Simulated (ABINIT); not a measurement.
# A GW chain in ABINIT: Ba2TaBiO6 (R-3), part 2 of 3

How does a plane-wave GW calculation on Ba2TaBiO6 (R-3) run from the first input to the gap?

ABINIT 10.8.3; LDA and many-body steps on it, plane waves. Known limits of the many-body steps: not at the basis limit; no spin-orbit coupling; coarse k mesh.

So far. Step 2 (Ground state): The gap is indirect, with the least direct gap 0.03 eV higher.

## (3) Bands along the symmetry lines

Level of this step: DFT, LDA, plane waves, norm-conserving pseudopotentials (ABINIT).

Levels along a band path, at the cheap level, show where the edges lie and whether the meshes to come will hold them.

File run.abi:

```
acell 3*1.0 Angstrom
rprim 
  3.075626834241 1.775713980676 4.956223105800
  -3.075626834241 1.775713980676 4.956223105800
  0.000000000000 -3.551427961352 4.956223105800
ntypat 4
znucl 56 73 83 8
natom 10
typat 1 1 2 3 4 4 4 4 4 4
xred 
  0.748816000000 0.748816000000 0.748816000000
  0.251184000000 0.251184000000 0.251184000000
  0.500000000000 0.500000000000 0.500000000000
  0.000000000000 0.000000000000 0.000000000000
  0.725510000000 0.218856000000 0.322035000000
  0.218856000000 0.322035000000 0.725510000000
  0.322035000000 0.725510000000 0.218856000000
  0.274490000000 0.781144000000 0.677965000000
  0.677965000000 0.274490000000 0.781144000000
  0.781144000000 0.677965000000 0.274490000000
pp_dirpath "pseudos"
pseudos "Ba.upf, Ta.upf, Bi.upf, O.upf"
ecut 62
iscf -2
irdden 1
kptopt 0
nkpt 24
kpt 
  0.00000000 0.00000000 0.00000000
  0.16666667 0.16666667 0.16666667
  0.33333333 0.33333333 0.33333333
  0.50000000 0.50000000 0.50000000
  0.58258571 0.41741429 0.50000000
  0.66517141 0.33482859 0.50000000
  0.74775712 0.25224288 0.50000000
  0.50000000 -0.25224288 0.25224288
  0.50000000 -0.16816192 0.16816192
  0.50000000 -0.08408096 0.08408096
  0.50000000 0.00000000 0.00000000
  0.33333333 0.00000000 0.00000000
  0.16666667 0.00000000 0.00000000
  0.00000000 0.00000000 0.00000000
  0.12537381 -0.12537381 0.00000000
  0.25074763 -0.25074763 0.00000000
  0.37612144 -0.37612144 -0.00000000
  0.62387856 0.00000000 0.37612144
  0.58258571 0.00000000 0.41741429
  0.54129285 0.00000000 0.45870715
  0.50000000 0.00000000 0.50000000
  0.33333333 0.00000000 0.33333333
  0.16666667 0.00000000 0.16666667
  0.00000000 0.00000000 0.00000000
istwfk *1
nband 60
nbdbuf 2
tolwfr 1e-08
nstep 40
prtwf 0
prtvol 0
indata_prefix "in"
outdata_prefix "out"
tmpdata_prefix "tmp"
```

Run with:

```sh
> OMP_NUM_THREADS=1 mpirun -n 4 abinit run.abi > log
```

Numbers of over 12 decimals in the logs are rounded to 6 here.

The log of the run:

```text
.Version 10.8.3 of ABINIT. v10.8.2 released Aug 2026.

 Symmetries : space group R-3 (#148); Bravais hR (rhombohedral)
[... echo of the input left out ...]
== DATASET  1 ==================================================================
-   mpi_nproc: 4, omp_nthreads: 1 (-1 if OMP is not activated)

--- !DatasetInfo
iteration_state: {dtset: 1, }
dimensions: {natom: 10, nkpt: 24, mband: 60, nsppol: 1, nspinor: 1, nspden: 1, mpw: 25617, }
cutoff_energies: {ecut:  62.0, pawecutdg:  -1.0, }
electrons: {nelect:   1.06000000E+02, charge:   0.00000000E+00, occopt:   1.00000000E+00, tsmear:   1.00000000E-02, }

 Real(R)+Recip(G) space primitive vectors, cartesian coordinates (Bohr,Bohr^-1):
 R(1)=  5.8120924  3.3556131  9.3659043  G(1)=  0.0860275  0.0496680  0.0355901
 R(2)= -5.8120924  3.3556131  9.3659043  G(2)= -0.0860275  0.0496680  0.0355901
 R(3)=  0.0000000 -6.7112262  9.3659043  G(3)=  0.0000000 -0.0993360  0.0355901
 Unit cell volume ucvol=  1.0959869E+03 bohr^3
 Angles (23,13,12)=  6.05865505E+01  6.05865505E+01  6.05865505E+01 degrees

 getcut: wavevector=  0.0000  0.0000  0.0000  ngfft=  90  90  90
         ecut(hartree)=     62.000   => boxcut(ratio)=   2.20368

 getcut : COMMENT -
  Note that boxcut > 2.2 ; recall that boxcut=Gcut(box)/Gcut(sphere) = 2
  is sufficient for exact treatment of convolution.
  Such a large boxcut is a waste : you could raise ecut
  e.g. ecut=   75.271300 Hartrees makes boxcut=2

--- Pseudopotential description ------------------------------------------------
- Ba Generated using ONCVPSP code by D. R. Hamann
- 56.00000  10.00000  180309                  znucl, zion, pspdat
12 -1012 2 -1 1912                            pspcod,pspxc,lmax,lloc,mmax
     nproj     2     2     2     0
  pspatm : epsatm=   25.95172157
         --- l  ekb(1:nproj) -->
             0    6.668455    0.685657
             1    5.046948    0.410312
             2    2.551809    0.419281
 pspatm: atomic psp has been read  and splines computed

- Ta Generated using ONCVPSP code by D. R. Hamann
- 73.00000  27.00000  180309                  znucl, zion, pspdat
12 -1012 3 -1 1432                            pspcod,pspxc,lmax,lloc,mmax
     nproj     2     2     2     2
  pspatm : epsatm=   47.13858445
         --- l  ekb(1:nproj) -->
[...]
pspatm: atomic psp has been read  and splines computed

- Bi Generated using ONCVPSP code by D. R. Hamann
- 83.00000  23.00000  180309                  znucl, zion, pspdat
12 -1012 2 -1 1454                            pspcod,pspxc,lmax,lloc,mmax
     nproj     2     2     2     0
  pspatm : epsatm=   28.50282335
         --- l  ekb(1:nproj) -->
[...]
pspatm: atomic psp has been read  and splines computed

- O Generated using ONCVPSP code by D. R. Hamann
-  8.00000   6.00000  201201                  znucl, zion, pspdat
12 -1012 2 -1 926                             pspcod,pspxc,lmax,lloc,mmax
[...]
Non-SCF case, kpt   24 (  0.00000  0.00000  0.00000), residuals and eigenvalues=
[...]
1.8294E-01  1.8568E-01  1.9523E-01  1.9523E-01  2.0975E-01  3.5481E-01
  3.6153E-01  3.6341E-01  3.6341E-01  3.7370E-01  3.7370E-01  3.8560E-01

--- !ResultsGS
iteration_state: {dtset: 1, }
comment   : Summary of ground state results
lattice_vectors:
- [  5.8120924,   3.3556131,   9.3659043, ]
- [ -5.8120924,   3.3556131,   9.3659043, ]
- [  0.0000000,  -6.7112262,   9.3659043, ]
lattice_lengths: [  11.52218,   11.52218,   11.52218, ]
lattice_angles: [ 60.587,  60.587,  60.587, ] # degrees, (23, 13, 12)
lattice_volume:   1.0959869E+03
convergence: {deltae:  0.000E+00, res2:  0.000E+00, residm:  9.958E-09, diffor:  0.000E+00, }
etotal    :  -7.12426835E+02
entropy   :   0.00000000E+00
fermie    :   2.38607791E-01
cartesian_stress_tensor: null
pressure_GPa: null
xred      :
- [  7.4882E-01,   7.4882E-01,   7.4882E-01, Ba]
- [  2.5118E-01,   2.5118E-01,   2.5118E-01, Ba]
- [  5.0000E-01,   5.0000E-01,   5.0000E-01, Ta]
- [  0.0000E+00,   0.0000E+00,   0.0000E+00, Bi]
- [  7.2551E-01,   2.1886E-01,   3.2203E-01,  O]
- [  2.1886E-01,   3.2204E-01,   7.2551E-01,  O]
- [  3.2203E-01,   7.2551E-01,   2.1886E-01,  O]
- [  2.7449E-01,   7.8114E-01,   6.7797E-01,  O]
- [  6.7797E-01,   2.7449E-01,   7.8114E-01,  O]
- [  7.8114E-01,   6.7797E-01,   2.7449E-01,  O]
cartesian_forces: null
force_length_stats: {min: null, max: null, mean: null, }

 Integrated electronic density in atomic spheres:
 ------------------------------------------------
 Atom  Sphere_radius  Integrated_density
[...]
================================================================================

 ----iterations are completed or convergence reached----

 Mean square residual over all n,k,spin=   57.306E-10; max=  99.585E-10
 reduced coordinates (array xred) for   10 atoms
[...]
0.677965000000      0.274490000000      0.781144000000
       0.781144000000      0.677965000000      0.274490000000

 cartesian coordinates (angstrom) at end:
[...]
length scales=  1.889726125908  1.889726125908  1.889726125908 bohr
              =  1.000000000000  1.000000000000  1.000000000000 angstroms
 prteigrs : about to open file out_EIG
 Eigenvalues (hartree) for nkpt=  24  k points:
 kpt#   1, nband= 60, wtk=  1.00000, kpt=  0.0000  0.0000  0.0000 (reduced coord)
[...]
kpt#   2, nband= 60, wtk=  1.00000, kpt=  0.1667  0.1667  0.1667 (reduced coord)
[...]
kpt#   3, nband= 60, wtk=  1.00000, kpt=  0.3333  0.3333  0.3333 (reduced coord)
[...]
kpt#  23, nband= 60, wtk=  1.00000, kpt=  0.1667  0.0000  0.1667 (reduced coord)
[...]
0.36746    0.38233    0.38676    0.39812
 kpt#  24, nband= 60, wtk=  1.00000, kpt=  0.0000  0.0000  0.0000 (reduced coord)
[...]
0.10762    0.10782    0.10782    0.15646    0.16513    0.17101    0.17101    0.18294
   0.18294    0.18568    0.19523    0.19523    0.20975    0.35481    0.36153    0.36341
   0.36341    0.37370    0.37370    0.38560

== END DATASET(S) ==============================================================
================================================================================

 -outvars: echo values of variables after computation  --------
            nband          60
             nkpt          24
          spgroup         148
 [... the other variables as echoed above ...]

 Calculation completed.
```

It took 11 min on 4 MPI ranks of Arm Neoverse V1, shared host; peak memory 1.2 GiB; 42 min of CPU time.

This step gave:

- gap: 2.549 eV
- k of the valence top: 0.5, 0.5, 0.5
- k of the conduction bottom: 0.5, 0, 0
- least direct gap: 2.577 eV

The gap is 2.549 eV, as in the run before at this level.

The electronic bands at the labelled points (eV, zero at the top of the highest filled band):

```csv
point,band 50,band 51,band 52,band 53,band 54,band 55,band 56,band 57
Γ,-1.44,-1.18,-1.18,-0.79,3.16,3.34,3.40,3.40
T,-1.56,-1.56,-1.53,0.00,2.68,3.14,3.14,4.10
H2,-1.68,-1.31,-1.30,-0.75,3.32,3.39,3.90,4.07
jump to H0,-1.68,-1.31,-1.30,-0.75,3.32,3.39,3.90,4.07
L,-1.41,-1.40,-1.26,-0.03,2.55,2.92,3.44,3.83
Γ,-1.44,-1.18,-1.18,-0.79,3.16,3.34,3.40,3.40
S0,-1.54,-1.51,-1.36,-0.85,3.15,3.67,3.81,4.23
jump to S2,-1.54,-1.51,-1.36,-0.85,3.15,3.67,3.81,4.23
F,-1.73,-1.67,-1.63,-0.91,3.22,4.05,4.09,4.35
Γ,-1.44,-1.18,-1.18,-0.79,3.16,3.34,3.40,3.40
```

## (4) Empty states on the mesh, 2×2×2 mesh, 274 bands

The sums over transitions need many empty states on a uniform mesh; this step solves for them.

File run.abi:

```
acell 3*1.0 Angstrom
rprim 
  3.075626834241 1.775713980676 4.956223105800
  -3.075626834241 1.775713980676 4.956223105800
  0.000000000000 -3.551427961352 4.956223105800
ntypat 4
znucl 56 73 83 8
natom 10
typat 1 1 2 3 4 4 4 4 4 4
xred 
  0.748816000000 0.748816000000 0.748816000000
  0.251184000000 0.251184000000 0.251184000000
  0.500000000000 0.500000000000 0.500000000000
  0.000000000000 0.000000000000 0.000000000000
  0.725510000000 0.218856000000 0.322035000000
  0.218856000000 0.322035000000 0.725510000000
  0.322035000000 0.725510000000 0.218856000000
  0.274490000000 0.781144000000 0.677965000000
  0.677965000000 0.274490000000 0.781144000000
  0.781144000000 0.677965000000 0.274490000000
pp_dirpath "pseudos"
pseudos "Ba.upf, Ta.upf, Bi.upf, O.upf"
ecut 62
ngkpt 2 2 2
nshiftk 1
shiftk 0 0 0
kptopt 1
chksymbreak 0
iscf -2
irdden 1
istwfk *1
nband 274
nbdbuf 24
tolwfr 1e-09
nstep 60
prtvol 0
indata_prefix "in"
outdata_prefix "out"
tmpdata_prefix "tmp"
```

The log of the run:

```text
.Version 10.8.3 of ABINIT. v10.8.2 released Aug 2026.

 Symmetries : space group R-3 (#148); Bravais hR (rhombohedral)
[... echo of the input left out ...]
== DATASET  1 ==================================================================
-   mpi_nproc: 4, omp_nthreads: 1 (-1 if OMP is not activated)

--- !DatasetInfo
iteration_state: {dtset: 1, }
dimensions: {natom: 10, nkpt: 4, mband: 274, nsppol: 1, nspinor: 1, nspden: 1, mpw: 25587, }
cutoff_energies: {ecut:  62.0, pawecutdg:  -1.0, }
electrons: {nelect:   1.06000000E+02, charge:   0.00000000E+00, occopt:   1.00000000E+00, tsmear:   1.00000000E-02, }

 Real(R)+Recip(G) space primitive vectors, cartesian coordinates (Bohr,Bohr^-1):
 R(1)=  5.8120924  3.3556131  9.3659043  G(1)=  0.0860275  0.0496680  0.0355901
 R(2)= -5.8120924  3.3556131  9.3659043  G(2)= -0.0860275  0.0496680  0.0355901
 R(3)=  0.0000000 -6.7112262  9.3659043  G(3)=  0.0000000 -0.0993360  0.0355901
 Unit cell volume ucvol=  1.0959869E+03 bohr^3
 Angles (23,13,12)=  6.05865505E+01  6.05865505E+01  6.05865505E+01 degrees

 getcut: wavevector=  0.0000  0.0000  0.0000  ngfft=  90  90  90
         ecut(hartree)=     62.000   => boxcut(ratio)=   2.20368

 getcut : COMMENT -
  Note that boxcut > 2.2 ; recall that boxcut=Gcut(box)/Gcut(sphere) = 2
  is sufficient for exact treatment of convolution.
  Such a large boxcut is a waste : you could raise ecut
  e.g. ecut=   75.271300 Hartrees makes boxcut=2

--- Pseudopotential description ------------------------------------------------
- Ba Generated using ONCVPSP code by D. R. Hamann
- 56.00000  10.00000  180309                  znucl, zion, pspdat
12 -1012 2 -1 1912                            pspcod,pspxc,lmax,lloc,mmax
     nproj     2     2     2     0
  pspatm : epsatm=   25.95172157
         --- l  ekb(1:nproj) -->
             0    6.668455    0.685657
             1    5.046948    0.410312
             2    2.551809    0.419281
 pspatm: atomic psp has been read  and splines computed

- Ta Generated using ONCVPSP code by D. R. Hamann
- 73.00000  27.00000  180309                  znucl, zion, pspdat
12 -1012 3 -1 1432                            pspcod,pspxc,lmax,lloc,mmax
     nproj     2     2     2     2
  pspatm : epsatm=   47.13858445
         --- l  ekb(1:nproj) -->
[...]
pspatm: atomic psp has been read  and splines computed

- Bi Generated using ONCVPSP code by D. R. Hamann
- 83.00000  23.00000  180309                  znucl, zion, pspdat
12 -1012 2 -1 1454                            pspcod,pspxc,lmax,lloc,mmax
     nproj     2     2     2     0
  pspatm : epsatm=   28.50282335
         --- l  ekb(1:nproj) -->
[...]
pspatm: atomic psp has been read  and splines computed

- O Generated using ONCVPSP code by D. R. Hamann
-  8.00000   6.00000  201201                  znucl, zion, pspdat
12 -1012 2 -1 926                             pspcod,pspxc,lmax,lloc,mmax
[...]
1.76E-03  5.74E-04
 -5.3787E+00 -3.0988E+00 -3.0984E+00 -3.0984E+00 -2.2599E+00 -1.0313E+00
 -1.0308E+00 -1.0308E+00 -7.2773E-01 -7.2434E-01 -5.7752E-01 -5.7752E-01
 -5.7490E-01 -5.7431E-01 -5.7431E-01 -4.8801E-01 -4.8633E-01 -4.8633E-01
[...]
2.4198E+00  2.4198E+00  2.4322E+00  2.4322E+00  2.4493E+00  2.4493E+00
  2.4541E+00  2.4930E+00  2.4937E+00  2.4955E+00  2.4982E+00  2.5089E+00
  2.5093E+00  2.5119E+00  2.5188E+00  2.5296E+00
 prteigrs : prtvol=0 or 1, do not print more k-points.

--- !ResultsGS
iteration_state: {dtset: 1, }
comment   : Summary of ground state results
lattice_vectors:
- [  5.8120924,   3.3556131,   9.3659043, ]
- [ -5.8120924,   3.3556131,   9.3659043, ]
- [  0.0000000,  -6.7112262,   9.3659043, ]
lattice_lengths: [  11.52218,   11.52218,   11.52218, ]
lattice_angles: [ 60.587,  60.587,  60.587, ] # degrees, (23, 13, 12)
lattice_volume:   1.0959869E+03
convergence: {deltae:  0.000E+00, res2:  0.000E+00, residm:  9.954E-10, diffor:  0.000E+00, }
etotal    :  -7.12426835E+02
entropy   :   0.00000000E+00
fermie    :   2.38607791E-01
cartesian_stress_tensor: null
pressure_GPa: null
xred      :
- [  7.4882E-01,   7.4882E-01,   7.4882E-01, Ba]
- [  2.5118E-01,   2.5118E-01,   2.5118E-01, Ba]
- [  5.0000E-01,   5.0000E-01,   5.0000E-01, Ta]
- [  0.0000E+00,   0.0000E+00,   0.0000E+00, Bi]
- [  7.2551E-01,   2.1886E-01,   3.2203E-01,  O]
- [  2.1886E-01,   3.2204E-01,   7.2551E-01,  O]
- [  3.2203E-01,   7.2551E-01,   2.1886E-01,  O]
- [  2.7449E-01,   7.8114E-01,   6.7797E-01,  O]
- [  6.7797E-01,   2.7449E-01,   7.8114E-01,  O]
- [  7.8114E-01,   6.7797E-01,   2.7449E-01,  O]
cartesian_forces: null
force_length_stats: {min: null, max: null, mean: null, }

 Integrated electronic density in atomic spheres:
 ------------------------------------------------
 Atom  Sphere_radius  Integrated_density
[...]
================================================================================

 ----iterations are completed or convergence reached----

 Mean square residual over all n,k,spin=   47.189E-11; max=  99.544E-11
 reduced coordinates (array xred) for   10 atoms
[...]
0.677965000000      0.274490000000      0.781144000000
       0.781144000000      0.677965000000      0.274490000000

 cartesian coordinates (angstrom) at end:
    1     -0.000000     0.000000    11.133897
    2     -0.000000    -0.000000     3.734772
[...]
9      1.240939    -1.082889     8.592103
   10      0.317340     1.616129     8.592103
 length scales=  1.889726125908  1.889726125908  1.889726125908 bohr
              =  1.000000000000  1.000000000000  1.000000000000 angstroms
 prteigrs : about to open file out_EIG
 Eigenvalues (hartree) for nkpt=   4  k points:
 kpt#   1, nband=274, wtk=  0.12500, kpt=  0.0000  0.0000  0.0000 (reduced coord)
[...]
2.41249    2.41652    2.41976    2.41976    2.43218    2.43218    2.44926    2.44926
   2.45406    2.49297    2.49366    2.49549    2.49824    2.50886    2.50933    2.51191
   2.51882    2.52964
 prteigrs : prtvol=0 or 1, do not print more k-points.

== END DATASET(S) ==============================================================
================================================================================

 -outvars: echo values of variables after computation  --------
            nband         274
             nkpt           4
          spgroup         148
 [... the other variables as echoed above ...]

 Calculation completed.
```

Elapsed: 8.4 min, on 4 MPI ranks; peak memory 1.2 GiB; 34 min of CPU time.

This step gave:

```
gap                                                           : 2.549 eV
k of the valence top                                          : 0.5, 0.5, 0.5
k of the conduction bottom                                    : 0.5, 0, 0
least direct gap                                              : 2.577 eV
k points computed                                             : 4
lowest point of the top converged band, above the valence top : 57.0432 eV
```

On this mesh the gap is 2.549 eV.

## (5) Screening, 2×2×2 mesh, 250 bands, screening to 130.6 eV

The RPA dielectric matrix is built and inverted for each q.

This step: RPA screening on LDA, plane waves, norm-conserving pseudopotentials.

run.abi, as its differences from that of step 4:

```diff
@@ -28,10 +28,11 @@
 chksymbreak 0
-iscf -2
-irdden 1
 istwfk *1
-nband 274
-nbdbuf 24
-tolwfr 1e-09
-nstep 60
-prtvol 0
+occopt 1
+irdwfk 1
+optdriver 3
+nband 250
+ecuteps 4.8
+inclvkb 2
+awtr 1
+symchi 1
 indata_prefix "in"
```

The log of the run:

```text
.Version 10.8.3 of ABINIT. v10.8.2 released Aug 2026.

 Symmetries : space group R-3 (#148); Bravais hR (rhombohedral)
[... echo of the input left out ...]
== DATASET  1 ==================================================================
-   mpi_nproc: 4, omp_nthreads: 1 (-1 if OMP is not activated)

--- !DatasetInfo
iteration_state: {dtset: 1, }
dimensions: {natom: 10, nkpt: 4, mband: 250, nsppol: 1, nspinor: 1, nspden: 1, mpw: 25587, }
cutoff_energies: {ecut:  62.0, pawecutdg:  -1.0, }
electrons: {nelect:   1.06000000E+02, charge:   0.00000000E+00, occopt:   1.00000000E+00, tsmear:   1.00000000E-02, }

 SCREENING: Calculation of the susceptibility and dielectric matrices

 Based on a program developped by R.W. Godby, V. Olevano, G. Onida, and L. Reining.
 Incorporated in ABINIT by V. Olevano, G.-M. Rignanese, and M. Torrent.
.Using double precision arithmetic ; gwpc =  8

[... cell and pseudopotentials left out ...]
--------------------------------------------------------------------------------

 ==== K-mesh for the wavefunctions ====
 Number of points in the irreducible wedge :     4
[... list of points left out ...]
 Together with  6 symmetry operations and time-reversal symmetry
 yields     8 points in the full Brillouin Zone.

 ==== Q-mesh for the screening function ====
 Number of points in the irreducible wedge :     4
[... list of points left out ...]
 Together with  6 symmetry operations and time-reversal symmetry
 yields     8 points in the full Brillouin Zone.

 setmesh: FFT mesh size selected  =    54x   54x   54
          total number of points  =       157464

 vcoul_init : cutoff-mode = AUXILIARY_FUNCTION
 q-points for optical limit:   1
     1)      0.000010    0.000020    0.000030

- screening: taking advantage of time-reversal symmetry
- Maximum band index for partially occupied states nbvw = 53
- Remaining bands to be divided among processors   nbcw = 197
- Number of bands treated by each node ~49

 Number of electrons calculated from density =  106.0000; Expected =  106.0000
 average of density, n =  0.096716
 r_s =    1.3515
 omega_plasma =   29.9989 [eV]

 calculating chi0 at frequencies [eV] :
  1    0.000000E+00    0.000000E+00
  2    0.000000E+00    2.999894E+01

--------------------------------------------------------------------------------
  q-point number  1        q = ( 0.000000, 0.000000, 0.000000) [r.l.u.]
--------------------------------------------------------------------------------
[... chi0 elements left out ...]
 For q-point:  0.000010 0.000020 0.000030
  dielectric constant =   6.6089
  dielectric constant without local fields =   7.2138

  Average fulfillment of the sum rule on Im[epsilon] for q-point    1 :     59.81  [%]
[... wings left out ...]
  q-point number  2        q = ( 0.500000, 0.000000, 0.000000) [r.l.u.]
--------------------------------------------------------------------------------
[... chi0 elements left out ...]
  Average fulfillment of the sum rule on Im[epsilon] for q-point    2 :     64.74  [%]

 [... 2 further q-points ...]
```

Wall time 8.4 min (4 MPI ranks); peak memory 6.9 GiB; 34 min of CPU time.

This step gave:

```yaml
eps_infinity_with_local_fields_on_this_mesh_along_the_program_s_q_direction: 6.609
the_same_without_local_fields: 7.214
plasma_frequency: 30.00 eV
plane_waves_in_the_screening_matrix: 537
```

Local fields lower ε∞ by 8 %. On a Γ-centred mesh this coarse the value itself is usually too large, while a short band sum pulls it down.

(Part 2 of 3 ends here.)

[Paths, hosts, dates, memory and timing lines, banners, echoed tables and standing remarks are left out of the program output.]

[Logs are printed without paths, hosts, clocks, repeated set-up lines and the standing remarks that a program may print on its own settings, such as how far it seeks lower states.]

[Runs of the session that timed out or met a known fault of the program may be left out.]

[Hosts, paths, dates, database ids (printed as entryN), source tags and the programs' standing remarks are cut or masked in the printed files.]

[G0W0 gaps are taken among the corrected bands and points alone; a level outside them can change the order at an edge.]

[Where Ansatz stands beside ABINIT at settings called matched, ABINIT's density can come from a denser mesh and the files from another edition; pairs whose starting gaps differed by over 0.03 eV were left out, so agreement reads better than it is.]
